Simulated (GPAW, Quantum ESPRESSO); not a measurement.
The Pd L₃ edge of atom 1 in Pd (Palladium, Fm-3m), with 12 Pd at 2.75 Å (cuboctahedral, site symmetry m-3m), was computed in 2 ways: excited-electron core hole (neutral cell) and no core hole. Program and functional: Quantum ESPRESSO XSpectra, PBE, Lorentzian half width 1.12 eV up to 4 eV, rising linearly to 1.75 eV at 25 eV (not a setting of the program: the run's 0.4 eV curve was folded afterwards with a further Lorentzian); cells of 1 and 8 atoms (the run without a hole in the smaller).

Each run is counted from its own lowest empty level or Fermi level and scaled to a mean of 1 over its first 20 eV.

```tsv
E (eV)	run 1	run 2
-2.0	0.16	0.43
-1.4	0.21	0.65
-0.8	0.30	1.03
-0.2	0.44	1.57
0.4	0.59	1.86
1.0	0.67	1.63
1.6	0.75	1.35
2.2	0.83	1.25
2.8	0.83	1.15
3.4	0.80	1.03
4.0	0.81	0.95
4.6	0.83	0.91
5.2	0.82	0.86
5.8	0.80	0.80
6.4	0.83	0.78
7.0	0.93	0.83
7.6	1.05	0.92
8.2	1.07	0.94
8.8	1.05	0.91
9.4	1.06	0.90
10.0	1.11	0.92
10.6	1.19	0.97
11.2	1.26	1.02
11.8	1.28	1.04
12.4	1.27	1.04
13.0	1.28	1.04
13.6	1.27	1.03
14.2	1.24	1.01
14.8	1.21	0.99
15.4	1.18	0.98
16.0	1.14	0.95
16.6	1.09	0.91
17.2	1.05	0.87
17.8	1.00	0.83
18.4	0.96	0.78
19.0	0.93	0.75
19.6	0.93	0.74
20.2	0.96	0.75
20.8	0.99	0.78
21.4	1.00	0.79
22.0	0.99	0.78
22.6	0.94	0.75
23.2	0.86	0.69
23.8	0.80	0.63
24.4	0.76	0.60
25.0	0.77	0.59
25.6	0.81	0.61
26.2	0.89	0.66
26.8	0.97	0.73
27.4	1.01	0.77
28.0	1.01	0.79
28.6	0.99	0.78
29.2	0.99	0.78
29.8	0.99	0.78
30.4	0.96	0.77
31.0	0.91	0.73
31.6	0.85	0.69
```

Which run is which?

Run 1: excited-electron core hole (neutral cell) (area from −2 to 6 eV 5.2, main maxima 2.5 eV (0.84), 8.1 eV (1.07), 13.0 eV (1.28), 21.4 eV (1.00) and 27.6 eV (1.01)). Run 2: no core hole (area from −2 to 6 eV 9.1, main maxima 0.4 eV (1.86), 8.1 eV (0.94), 11.8 eV (1.04) and 21.5 eV (0.79)). With each curve scaled to its own mean, the area from −2 to 6 eV with the hole is 5.2 against 9.1, and the centre of weight from −1 to 20 eV moves by +1.9 eV (first and strongest maxima below 20 eV: 0.4 eV (1.86), 8.1 eV (0.94) and 11.8 eV (1.04) without the hole, 2.5 eV (0.84), 8.1 eV (1.07) and 13.0 eV (1.28) with it): the near-edge weight falls against the higher-lying part.

[Banner, clock and machine lines of the logs are left out without a mark of their own.]

[Logs are printed without paths, hosts, clocks, repeated set-up lines and the standing remarks that a program may print on its own settings, such as how far it seeks lower states.]

[Hosts, paths, dates, database ids (printed as entryN), source tags and the programs' standing remarks are cut or masked in the printed files.]

[Lists of maxima count a maximum above −3 eV only where it reaches 4 % of the highest in the window and stands out from its surroundings by 2 % of it (1.5 % where it reaches 55 %); shoulders and weaker maxima are passed over, and of the rest the first, up to two pre-edge ones and the few strongest are named.]
